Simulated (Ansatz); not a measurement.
# Work function of Pb(111): what the settings cost and change

Aim: the numerical settings behind the work function of Pb(111), with the cost of each.

Calculated with Ansatz 0.2.0; plane-wave DFT, PBE, Ansatz PAW.

Report form: the programs' logs are mostly left out.

## (1) Starting point

The cell holds 7 atoms: 7 Pb. Cell: a = 3.500 Å, b = 3.500 Å, c = 35.147 Å, α = 90.0°, β = 90.0°, γ = 60.0°. Vacuum lies along c.

Coordinates:

```cif
data_structure
_symmetry_space_group_name_H-M 'P 1'
_symmetry_Int_Tables_number 1
_cell_length_a 3.5002
_cell_length_b 3.5002
_cell_length_c 35.1473
_cell_angle_alpha 90.000
_cell_angle_beta 90.000
_cell_angle_gamma 60.000
_cell_volume 372.91
loop_
_atom_site_label
_atom_site_type_symbol
_atom_site_fract_x
_atom_site_fract_y
_atom_site_fract_z
_atom_site_occupancy
Pb1 Pb 0.00000 0.00000 0.25607 1
Pb2 Pb 0.33333 0.33333 0.33738 1
Pb3 Pb 0.66667 0.66667 0.41869 1
Pb4 Pb 0.00000 0.00000 0.50000 1
Pb5 Pb 0.33333 0.33333 0.58131 1
Pb6 Pb 0.66667 0.66667 0.66262 1
Pb7 Pb 0.00000 0.00000 0.74393 1
```

## (2) Slab, setting cutoff 200 eV

A work function rests on the faint tail of the density, so the SCF threshold is tight. The cutoff is raised first; then mesh and smearing are varied at the default cutoff.

Contents of input.yaml:

```yaml
crystal:
  lattice:
    - [3.5001785669, 0.0, 0.0]
    - [1.7500892834, 3.0312435567, 0.0]
    - [0.0, 0.0, 35.1473029949]
  atoms:
    - { symbol: Pb, position: [0.0, 0.0, 0.2560651667] }
    - { symbol: Pb, position: [0.3333333333, 0.3333333333, 0.3373767778] }
    - { symbol: Pb, position: [0.6666666667, 0.6666666667, 0.4186883889] }
    - { symbol: Pb, position: [0.0, 0.0, 0.5] }
    - { symbol: Pb, position: [0.3333333333, 0.3333333333, 0.5813116111] }
    - { symbol: Pb, position: [0.6666666667, 0.6666666667, 0.6626232222] }
    - { symbol: Pb, position: [0.0, 0.0, 0.7439348333] }
kpoints:
  mp_grid: { grid: [13, 13, 1] }
hamiltonian:
  xc: pbe
scf:
  occupations: { method: fermi_dirac, width: 0.1 }
  convergence: { dr2_threshold: 1.0e-09 }
efield:
  axis: 3
  dipole_correction: true
  ramp_position: 0.97
  ramp_width: 0.06
basis:
  ecutwfc: "200 eV"
output:
  write_potential: true
  write_density: true
  volumetric_format: npy
  elf: true
```

Started as:

```
ansatz run input.yaml --threads 2 --pin off --max-ram 3072MiB --backend cpu --events-out ev --progress --plain --runs-dir out
```

It took 13 s on 2 threads of Arm Neoverse V2, shared host; peak memory 0.45 GiB.

Numbers from this step:

* energy at zero smearing: -83307.4652 eV
* work function, upper face: 3.804 eV

Running mean over 2.858 Å of the planar mean; the ramp of the sawtooth is left out. Table of electron's electrostatic potential energy less the Fermi level by z:

```tsv
z (Å)	electron's electrostatic potential energy less the Fermi level (eV)
4	3.76
5	3.72
6	3.53
7	1.80
8	-3.43
9	-5.61
10	-5.70
11	-5.72
12	-5.74
13	-5.78
14	-5.80
15	-5.80
16	-5.78
17	-5.77
18	-5.77
19	-5.78
20	-5.80
21	-5.80
22	-5.79
23	-5.75
24	-5.72
25	-5.71
26	-5.65
27	-4.08
28	1.12
29	3.45
30	3.71
31	3.76
```

ELF in the ca plane at fractional y = 0.000, with atoms of Pb within 0.2 Å of it. It is the smooth field of the valence electrons, not physical close to the nuclei.

Ten even steps from '0' (0.00) to '9' (0.48), each cell a mean:
```
33467610386633332221123333658401689710000000
65356876866446666422456664456867879410000000
56446666665366556633665566455566686100000000
66633555542465675644657656534556642100000000
65632344422465776544667756523455422100000000
56535655664465565644656556446656774100000000
66456688766456666522565665455788779310000000
53366842676534554211245554557623879610000000
22467500286632222222112234658200588710000000
```
Columns run along c (16.0 Å, from fractional 0.43 to 0.89 of the cell), rows up along a (3.5 Å). Atoms in or near the plane, at fractional coordinates: Pb at (0.50, 0.00), Pb at (0.74, 0.00).

Valence density in the ca plane at fractional y = 0.000, with atoms of Pb within 0.2 Å of it. It is the smooth field of the valence electrons, not physical close to the nuclei.

Ten steps, logarithmic in the rise over the least value, from '0' (0.0 e/Å³) to '9' (8.6 e/Å³), each cell a mean:
```
11124799863111111100111111135899742100000000
21123577642111221111112211124677531000000000
22112344321112332111123321112344321000000000
32111122211123443211234432111222110000000000
42111111111123443221234432111111110000000000
32111223221122333211233322111232210000000000
21112455532112222111122221123455421000000000
11124688753111111111111111125788642000000000
11125799863211111100111111136899752100000000
```
Columns run along c (16.0 Å, from fractional 0.43 to 0.89 of the cell), rows up along a (3.5 Å). Atoms in or near the plane, at fractional coordinates: Pb at (0.50, 0.00), Pb at (0.74, 0.00).

Electrostatic potential energy in the ca plane at fractional y = 0.000, with atoms of Pb within 0.2 Å of it. With pseudopotentials it is smooth inside the atoms' cores, unlike the true potential.

Ten even steps from '0' (-37 eV) to '9' (9 eV), each cell a mean:
```
99985001027999999999999999972011058999999999
99997300168999999999999999986100379999999999
88998866789998888999988889998766889999999999
78999998999988667899876678999989999999999999
68999999999987657899875678999999999999999999
78999888899998778899887789999888899999999999
89998632478998888999988899997423689999999999
99986100048999999999999999984000168999999999
99984013017999999999999999971021048999999999
```
Columns run along c (16.0 Å, from fractional 0.43 to 0.89 of the cell; values clipped at the 3rd and 97th percentile), rows up along a (3.5 Å). Atoms in or near the plane, at fractional coordinates: Pb at (0.50, 0.00), Pb at (0.74, 0.00).

The work function is 3.804 eV. The program marks this work function as in doubt.

## (3) Slab

input.yaml, as its differences from that of step 2:

```diff
@@ -26,3 +26,3 @@
 basis:
-  ecutwfc: "200 eV"
+  ecutwfc: "300 eV"
 output:
@@ -31,2 +31 @@
   volumetric_format: npy
-  elf: true
```

It took 18 s on 2 threads; peak memory 0.6 GiB; 36 s of CPU time.

The work function is 3.675 eV, -0.129 eV from the run “cutoff 200 eV”, at 1.4 times its CPU time.

## (4) Slab

input.yaml, as its differences from that of step 3:

```diff
@@ -26,3 +26,3 @@
 basis:
-  ecutwfc: "300 eV"
+  ecutwfc: "420 eV"
 output:
```

Wall time 29 s (2 threads); peak memory 0.82 GiB; 59 s of CPU time.

The work function is 3.675 eV, -0.129 eV from the run “cutoff 200 eV”, at 2.3 times its CPU time.

## (5) Slab

input.yaml, as its differences from that of step 4:

```diff
@@ -26,3 +26,3 @@
 basis:
-  ecutwfc: "420 eV"
+  ecutwfc: "600 eV"
 output:
```

Run time: 52 s. Hardware: 2 threads; peak memory 1.2 GiB.

The work function is 3.675 eV, -0.000 eV from the run “cutoff 420 eV”, at 1.8 times its CPU time.

## (6) Run

input.yaml, as its differences from that of step 5:

```diff
@@ -14,3 +14,3 @@
 kpoints:
-  mp_grid: { grid: [13, 13, 1] }
+  mp_grid: { grid: [2, 2, 1] }
 hamiltonian:
@@ -25,4 +25,2 @@
   ramp_width: 0.06
-basis:
-  ecutwfc: "600 eV"
 output:
```

Run time: 2 s. Hardware: 2 threads; peak memory 0.51 GiB.

The work function is 3.508 eV, -0.167 eV from the run “cutoff 420 eV”, at 0.063 times its CPU time.

## (7) Run

input.yaml, as its differences from that of step 6:

```diff
@@ -14,3 +14,3 @@
 kpoints:
-  mp_grid: { grid: [2, 2, 1] }
+  mp_grid: { grid: [4, 4, 1] }
 hamiltonian:
```

The job ended after 5 s (2 threads; peak memory 0.54 GiB; 9.4 s of CPU time).

The work function is 3.631 eV, -0.044 eV from the run “cutoff 420 eV”, at 0.16 times its CPU time.

## (8) Slab

input.yaml, as its differences from that of step 7:

```diff
@@ -14,3 +14,3 @@
 kpoints:
-  mp_grid: { grid: [4, 4, 1] }
+  mp_grid: { grid: [9, 9, 1] }
 hamiltonian:
```

Elapsed: 16 s, on 2 threads; peak memory 0.7 GiB.

The work function is 3.654 eV, -0.021 eV from the run “cutoff 420 eV”, at 0.55 times its CPU time.

## (9) Slab

input.yaml, as its differences from that of step 8:

```diff
@@ -14,3 +14,3 @@
 kpoints:
-  mp_grid: { grid: [9, 9, 1] }
+  mp_grid: { grid: [20, 20, 1] }
 hamiltonian:
```

Wall time 63 s (2 threads); peak memory 1.2 GiB.

The work function is 3.667 eV, -0.009 eV from the run “cutoff 420 eV”, at 2.1 times its CPU time.

## (10) Slab

input.yaml, as its differences from that of step 9:

```diff
@@ -14,3 +14,3 @@
 kpoints:
-  mp_grid: { grid: [20, 20, 1] }
+  mp_grid: { grid: [13, 13, 1] }
 hamiltonian:
@@ -18,3 +18,3 @@
 scf:
-  occupations: { method: fermi_dirac, width: 0.1 }
+  occupations: { method: gaussian, width: 0.05 }
   convergence: { dr2_threshold: 1.0e-09 }
```

Elapsed: 29 s, on 2 threads; peak memory 0.83 GiB; 57 s of CPU time.

The work function is 3.628 eV, -0.048 eV from the run “cutoff 420 eV”, at 0.97 times its CPU time.

## (11) Run

input.yaml, as its differences from that of step 10:

```diff
@@ -18,3 +18,3 @@
 scf:
-  occupations: { method: gaussian, width: 0.05 }
+  occupations: { method: methfessel_paxton, width: 0.2 }
   convergence: { dr2_threshold: 1.0e-09 }
```

The job ended after 29 s (2 threads; peak memory 0.82 GiB; 58 s of CPU time).

The work function is 3.642 eV, -0.033 eV from the run “cutoff 420 eV”, at 0.98 times its CPU time.

## (12) Run

input.yaml, as its differences from that of step 11:

```diff
@@ -18,3 +18,3 @@
 scf:
-  occupations: { method: methfessel_paxton, width: 0.2 }
+  occupations: { method: fermi_dirac, width: 0.3 }
   convergence: { dr2_threshold: 1.0e-09 }
```

Elapsed: 36 s, on 2 threads; peak memory 0.92 GiB; 72 s of CPU time.

The work function is 3.768 eV, +0.093 eV from the run “cutoff 420 eV”, at 1.2 times its CPU time.

## (13) Slab

input.yaml, as its differences from that of step 12:

```diff
@@ -18,3 +18,3 @@
 scf:
-  occupations: { method: fermi_dirac, width: 0.3 }
+  occupations: { method: cold, width: 0.1 }
   convergence: { dr2_threshold: 1.0e-09 }
```

It took 29 s on 2 threads; peak memory 0.82 GiB.

The work function is 3.633 eV, -0.042 eV from the run “cutoff 420 eV”, at 0.99 times its CPU time.

## (14) The series together

Times are for 2 threads of Arm Neoverse V2, shared host. The runs compared:

```tsv
no.	setting	work function, upper face (eV)	time	memory (GiB)
1	cutoff 200 eV	3.804	13 s	0.45
2	cutoff 300 eV	3.675	18 s	0.6
3	cutoff 420 eV	3.675	29 s	0.82
4	cutoff 600 eV	3.675	52 s	1.2
5	mesh 2x2	3.508	2 s	0.51
6	mesh 4x4	3.631	5 s	0.54
7	mesh 9x9	3.654	16 s	0.7
8	mesh 20x20	3.667	63 s	1.2
9	Gaussian smearing 0.05 eV	3.628	29 s	0.83
10	methfessel_paxton smearing 0.2 eV	3.642	29 s	0.82
11	fermi_dirac smearing 0.3 eV	3.768	36 s	0.92
12	cold smearing 0.1 eV	3.633	29 s	0.82
```

## (15) The same run with other settings

An input spoilt on purpose, to show how the run answers: it repeats the earlier run “cutoff 200 eV” with efield.amplitude to 0 and efield.dipole_correction from true to false, and scf.max_iter set to 50; its output block differs too.

input.yaml, as its differences from that of step 13:

```diff
@@ -18,9 +18,13 @@
 scf:
-  occupations: { method: cold, width: 0.1 }
+  occupations: { method: fermi_dirac, width: 0.1 }
   convergence: { dr2_threshold: 1.0e-09 }
+  max_iter: 50
 efield:
   axis: 3
-  dipole_correction: true
+  dipole_correction: false
   ramp_position: 0.97
   ramp_width: 0.06
+  amplitude: 0
+basis:
+  ecutwfc: "200 eV"
 output:
```

Elapsed: 0.01 s, on 2 threads; peak memory 0.07 GiB.

The input was rejected at the start.

The program's message: “Error: invalid value for `efield.amplitude`: is zero with dipole_correction: false — the section would apply nothing; set a non-zero amplitude, enable dipole_correction, or remove the block”

The fault put into the input: a field block that applies nothing.

## (16) Summary of results

| Property | Result |
| --- | --- |
| work function, cutoff 200 eV | 3.804 eV |
| work function, cutoff 420 eV | 3.675 eV |
| work function, cutoff 600 eV | 3.675 eV |
| work function, mesh 2x2 | 3.508 eV |

The run at the highest cutoff gives 3.67 eV, and the settings tried spread the value from 3.51 to 3.80 eV. Against 600 eV, a cutoff of 200 eV is off by +0.129 eV. Against 600 eV, a cutoff of 420 eV is off by +0.000 eV. Against the finest mesh, 20 points along a, the coarser ones are off by -0.16 (2), -0.04 (4) and -0.01 (9) eV. The smearing schemes and widths spread it over 0.14 eV. The program marks the value as in doubt in “cutoff 200 eV”. The ladder's slabs use the tabulated experimental lattice constant (two decimals; a low-temperature value for the alkali metals). In 1 run of the series (cutoff 200 eV) the program warns that electrons reach the sawtooth's ramp, which makes dipole and work function less sure.

[Logs are printed without paths, hosts, clocks, repeated set-up lines and the standing remarks that a program may print on its own settings, such as how far it seeks lower states.]

[Hosts, paths, dates, database ids (printed as entryN), source tags and the programs' standing remarks are cut or masked in the printed files.]

[Maps of the electrostatic potential energy from Ansatz leave out the sawtooth potential of an applied field or a dipole correction, so their vacuum need not be flat; planar profiles and work functions include it.]
